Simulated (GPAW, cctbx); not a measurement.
# Ba3Cu: deformation density and structure factors from DFT

Aim: compute the bonding part of the density of Ba3Cu, find which reflections carry it, and see how it biases an ordinary refinement.

The start was made by putting kin elements into a known structure type; the compound need not exist, or be stable, in this form. All numbers below are calculated.

## 1. Relax the structure

The density hangs on the geometry, so cell and atoms are relaxed first, with the symmetry held. The cutoff is set higher than for the density because stress converges slowly with plane waves.

Settings: GPAW 26.7.0, PBE, 570 eV, 6×6×2 k-points (along the axes of the calculation cell), Fermi–Dirac width 0.1 eV, BFGS to 0.03 eV/Å.

```text
cell
1.0
    -3.951000000    0.000000000    0.000000000
     1.975500000   -3.597000000    0.000000000
     0.000000000    0.000000000   12.632000000
Ba Cu
3 1
Direct
0.500000000 0.000000000 0.241900000
0.000000000 0.000000000 0.500000000
0.500000000 0.000000000 0.758100000
0.000000000 0.000000000 0.000000000
```

```console
$ OMP_NUM_THREADS=1 mpirun -n 4 gpaw python run.py > gpaw.log
```

```text
BFGS:    0       -7.448673        1.168506
BFGS:    1       -7.515541        1.125421
BFGS:    2       -7.966396        0.902503
BFGS:    3       -8.318137        0.707602
...
BFGS:   21       -9.242926        0.038622
BFGS:   22       -9.243136        0.039698
BFGS:   23       -9.243675        0.026458
cell  5.7772 4.1044 10.9231  90.00 90.00 134.73
volume 184.006 A^3, largest force 0.022 eV/A, largest stress 0.09 GPa
```

The cell moved far, while the k-mesh and basis were chosen for the start, so the final shape may be somewhat biased.

After 23 steps the volume has changed by +2.5 % and the energy by -1.795 eV; the largest stress left is 0.09 GPa. It took 12 min on 4 cores of Arm Neoverse V2 (shared host), peak memory 1.8 GiB.

Relaxed structure: Cmmm (no. 65), a = 5.7772 Å, b = 5.8318 Å, c = 10.9231 Å, α = 90.00°, β = 90.00°, γ = 90.00°.

| atom | mult. | x | y | z |
| --- | --- | --- | --- | --- |
| Ba1 | 4 | 1/2 | 0 | 0.1725 |
| Ba2 | 2 | 0 | 0 | 1/2 |
| Cu1 | 2 | 0 | 0 | 0 |

## 2. The all-electron density

X-rays see the whole electron density, so the PAW density is rebuilt with its core regions. Subtracting spherical free atoms from the same code cancels the cores and leaves the deformation density Δρ, the part due to bonding.

Settings: PBE, 450 eV, 6×6×2 k-points (along the axes of the calculation cell), Fermi–Dirac width 0.1 eV; primitive cell of 4 atoms.

```console
$ OMP_NUM_THREADS=1 mpirun -n 4 gpaw python run.py > gpaw.log
```

```text
|iter:   1|       0s |  -10.069736 | +0.28 |       |
|iter:   2|       1s |   -9.890026 | -0.88 | -1.08 |
|iter:   3|       2s |   -9.434923 | -1.44 | -1.20 |
...
|iter:  11|      10s |   -9.123070c| -4.96 | -4.19c|
|iter:  12|      11s |   -9.123076c| -6.92 | -4.23c|
|iter:  13|      12s |   -9.123075c| -7.43c| -4.54c|
```

```text
grid (42, 42, 108)  electrons 197.000  moved by bonding 0.636 e
deformation density beyond 0.5 A of the nuclei: max 0.026, min -0.115 e/A^3
atom        x       y       z   Voronoi charge  moment
Ba1    0.5000  0.5000  0.1725      0.073       0.00
Ba2    0.0000  0.0000  0.5000      0.019       0.00
Ba3    0.5000  0.5000  0.8275      0.073       0.00
Cu4    0.0000  0.0000  0.0000     -0.164       0.00
mean inner potential of superposed free atoms 14.773 V
total magnetic moment 0.000 muB
```

Deformation density in a plane through the shortest contact of the Ba atom at the origin, in 0.01 e/Å³ (clipped at ±99); x from -1.6 to 5.0 Å, y from 2.4 down to -2.4 Å:

```text
 -2  -2   2   2   1   0   0   1  -1  -1   1   0   0   0   0   0
  2   2   2   1   0  -1  -1   0   1   1   1   0   0   1   1   0
  1   1   1   1   0  -2  -2  -1   0   1   1   1   1   1   1   0
  0   1   1   1   1  -1  -2  -1   0   1   2   2   2   2   1   1
  0   0   1  -1  -1   1   0   0   1   2   2  -1  -1   2   2   1
  0   1   0  -1   .  -2   1   1   1   2  -3   . -13  -2   2   1
  0   2  -1   .   .  -3   1   1   2   2  -6   .   .  -3   2   1
  0   1   0  -1   .  -1   1   1   1   2  -3   . -10  -2   2   1
  0   0   0  -1   1   2   1   0   1   2   1  -2  -1   2   2   0
  0   0   0   1   2   1   0   0   1   1   2   2   2   2   1   0
  0   0   0   0   0   0   0   0   1   1   1   1   1   1   1   0
  0   0   0   0   0   0   0   0   0   1   1   0   1   1   1   1
  1   0   0   0   0   0   0   0   0   0   0   0   1   1  -2  -1
```

Atoms in or within 0.15 Å of the plane: Ba (0.0, 0.0), Cu (3.5, 0.0) Å. Dots mark points within about 0.45 Å of a nucleus; large values next to them are atomic features.

Cu gains most (-0.16 e) and Ba loses most (+0.05 e), in averages over each element's sites, as electronegativity suggests. Along the shortest contact from the Ba atom at the map's origin, Ba–Cu at 3.45 Å, Δρ is +0.01 e/Å³ at the midpoint: little piles up between the atoms. Point values carry grid noise of about 0.01 e/Å³. The run needed 13 iterations, 17 s.

## 3. Structure factors

The Fourier components of Δρ, added to those of the free atoms, give the static X-ray structure factors; the Mott–Bethe relation turns them into the Fourier components V of the potential that fast electrons feel.

```text
static structure factors of the conventional cell: F in electrons, V (Mott-Bethe) in volts
   h  k  l      d  |F| table  |F| free   |F| DFT   change   |V| free  |V| DFT  change %
   0  0  1 10.9231    50.071    50.053    50.226    0.173     1.134    0.878    -22.6
   0  0  2  5.4615    41.880    41.791    42.038    0.248     0.855    0.763    -10.8
   1  1  0  4.1043    46.642    46.858    46.938    0.080     1.498    1.482     -1.1
   1  1  1  3.8420   138.106   138.380   138.392    0.012     3.757    3.755     -0.1
   0  0  3  3.6410   239.208   239.514   239.581    0.067     6.131    6.120     -0.2
   1  1  2  3.2811   253.149   253.003   252.875   -0.128     5.753    5.770      0.3
   0  2  0  2.9159   327.836   327.622   327.659    0.037     7.029    7.025     -0.1
   2  0  0  2.8886   327.083   326.865   326.894    0.028     6.977    6.974     -0.0
   0  2  1  2.8172    42.821    42.571    42.213   -0.358     0.815    0.850      4.3
   2  0  1  2.7926    42.720    42.466    42.096   -0.370     0.811    0.847      4.4
   0  0  4  2.7308    72.418    72.158    71.948   -0.211     1.429    1.448      1.4
   1  1  3  2.7237   138.491   138.239   137.954   -0.284     2.810    2.836      0.9
   0  2  2  2.5723    36.328    36.040    35.611   -0.429     0.664    0.699      5.3
   2  0  2  2.5535    36.246    35.956    35.523   -0.432     0.661    0.696      5.3
```

The largest X-ray change is -0.43 e on 202, 1.2 % of |F|. For electrons V goes as (Z − F)/g², so a change of F counts against Z − F, which is small at low angle and wherever the atoms' terms cancel: |V| of 001 moves by -22.6 % (1.13 to 0.88 V) against +0.3 % in |F|. The last three rows still change by up to 0.43 e; the table stops while the angles are still low. The tabulated Hartree–Fock atoms differ from the free DFT atoms by up to 0.31 e, so the choice of reference atom matters too.

## 4. How cheap can the run be?

Cutoff and k-mesh: one is changed at a time, to find what the result needs.

```csv
run,ΔF 201 (e),ΔF 021 (e),ΔF 113 (e),q(Cu) (e),moved (e),time
450 eV 6×6×2,-0.370,-0.358,-0.284,-0.164,0.636,17 s
250 eV 6×6×2,-0.372,-0.360,-0.288,-0.162,0.666,8.8 s
350 eV 6×6×2,-0.376,-0.364,-0.290,-0.164,0.649,12 s
750 eV 6×6×2,-0.369,-0.357,-0.283,-0.163,0.635,31 s
450 eV 2×2×1,-0.321,-0.331,-0.330,-0.179,0.676,5.7 s
450 eV 3×3×1,-0.378,-0.374,-0.289,-0.139,0.630,6.5 s
```

Within 0.01 e of the base on all three: 250 eV 6×6×2, 350 eV 6×6×2 and 750 eV 6×6×2. The largest error, 0.049 e, comes with 450 eV 2×2×1. Times are from shared hosts.

## 5. What a spherical-atom refinement makes of it

Routine crystallography fits spherical atoms. To see the bias, intensities are simulated from tabulated atoms plus the DFT change ΔF, so that bonding alone can misfit (12050 reflections of the full sphere, merged to the counts below, to 0.4 Å, 0.5 % proportional noise plus counting noise, assumed isotropic U as listed, Δρ smeared by the mean U) and refined with cctbx over different ranges.

| range | data | R1 | GooF | U Ba1 (true 0.0053) | U Ba2 (true 0.0053) | U Cu1 (true 0.0067) | largest shift (Å) | Δρ max, min (e/Å³) |
| --- | --- | --- | --- | --- | --- | --- | --- | --- |
| all data | 1715 | 0.0047 | 0.91 | 0.0053 | 0.0053 | 0.0067 | 0.0000 | 0.38, -0.50 |
| low resolution, d > 0.84 | 208 | 0.0026 | 0.96 | 0.0052 | 0.0052 | 0.0067 | 0.0000 | 0.13, -0.13 |
| high order, d < 0.75 | 1424 | 0.0055 | 0.90 | 0.0053 | 0.0053 | 0.0067 | 0.0000 | 0.34, -0.37 |
| occupancies free, d > 0.7 | 354 | 0.0029 | 0.94 | 0.0053 | 0.0053 | 0.0065 | 0.0000 | 0.18, -0.15 |

With all data GooF is 0.91, so at this noise the bonding hardly shows; the top residual peak lies 2.10 Å from Ba and 3.24 Å from Ba. No U is off by more than 3 s.u. at low resolution. With Ba1 held at 1 and the scale free, the other occupancies refine to Ba2 1.000(0.001) and Cu1 0.996(0.001), on sites that are all full: they absorb part of the misfit, and only ratios to the fixed site mean anything.

## 6. Answer

Bonding moves 0.64 e in the primitive cell of Ba3Cu and changes the structure factors of the conventional cell in the table above by at most 0.43 e (202, 1.2 %). The shortest bond, Ba–Cu, has Δρ = +0.01 e/Å³ at its midpoint. Within 0.01 e of the base on all three: 250 eV 6×6×2, 350 eV 6×6×2 and 750 eV 6×6×2. The largest error, 0.049 e, comes with 450 eV 2×2×1. With all data GooF is 0.91, so at this noise the bonding hardly shows. Limits: static density, frozen cores, no spin–orbit coupling.

[Outputs are excerpts: Python notices, other lines and further rows are left out; steps that failed or that the build refused (PBEsol, TPSS) are not shown.]

[Logs are printed without paths, hosts, clocks, repeated set-up lines and the standing remarks that a program may print on its own settings, such as how far it seeks lower states.]
